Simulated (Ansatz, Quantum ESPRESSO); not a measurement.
## Ni (111), fcc: a film clamped to its substrate

A thin film takes the in-plane lattice of its substrate and is free along the normal. How do the free axis and the stress follow the misfit? The strained cell has c along the film normal; unstrained it is a = 2.4485 Å, b = 2.4485 Å, c = 5.9976 Å, α = 90.00°, β = 90.00°, γ = 120.00°, with 3 atoms.

Calculated with Ansatz 0.2.0, PBEsol, PAW files of the set soft_1, cutoff 600 eV, Fermi–Dirac smearing 0.05 eV, k-mesh 20×20×7, ferromagnetic start, no spin-orbit coupling.

Relaxed positions at 0 %:

```
atom       x       y       z
  Ni  0.0000  0.0000  0.0000
  Ni  0.3333  0.6667  0.3333
  Ni  0.6667  0.3333  0.6667
```

| ε∥ (%) | a (Å) | c (Å) | ε⊥ (%) | σ (GPa, tension positive) |
| --- | --- | --- | --- | --- |
| −3 | 2.3750 | 6.1086 | 1.851 | −17.77 |
| −2 | 2.3995 | 6.0718 | 1.238 | −11.18 |
| −1 | 2.4240 | 6.0354 | 0.631 | −5.33 |
| 0 | 2.4485 | 5.9994 | 0.031 | −0.13 |
| 2 | 2.4975 | 5.9286 | −1.149 | 8.54 |
| 3 | 2.5220 | 5.8931 | −1.741 | 12.08 |

**Question.** Fit both responses and give the free strain and the stress at +1 %, a row left out above.

Least squares with y = y0 + y1 ε + y2 ε² (ε in %) gives ε⊥ = 0.032 + (−0.5980) ε + (0.0027) ε² and σ = −0.10 + (4.960) ε + (−0.305) ε² GPa. The linear terms put the ratio of free to applied strain at −0.598 and the biaxial modulus at 496 GPa.

At +1 % the free strain comes out as −0.564 %. The run itself gives −0.562 %, so the estimate misses by 0.002 %; the fitted rows themselves lie up to 0.005 % off the law.

The stress comes out as 4.56 GPa. The run itself gives 4.47 GPa, so the estimate misses by 0.09 GPa, more than the largest misfit of the fitted rows (0.06 GPa).

The negative ε² term means that the crystal stiffens in compression and softens in tension.

The same fit over all rows at other levels or in other programs gives the strain ratio = −0.598 with PBEsol (Quantum ESPRESSO, GBRV).

[Logs are printed without paths, hosts, clocks, repeated set-up lines and the standing remarks that a program may print on its own settings, such as how far it seeks lower states.]
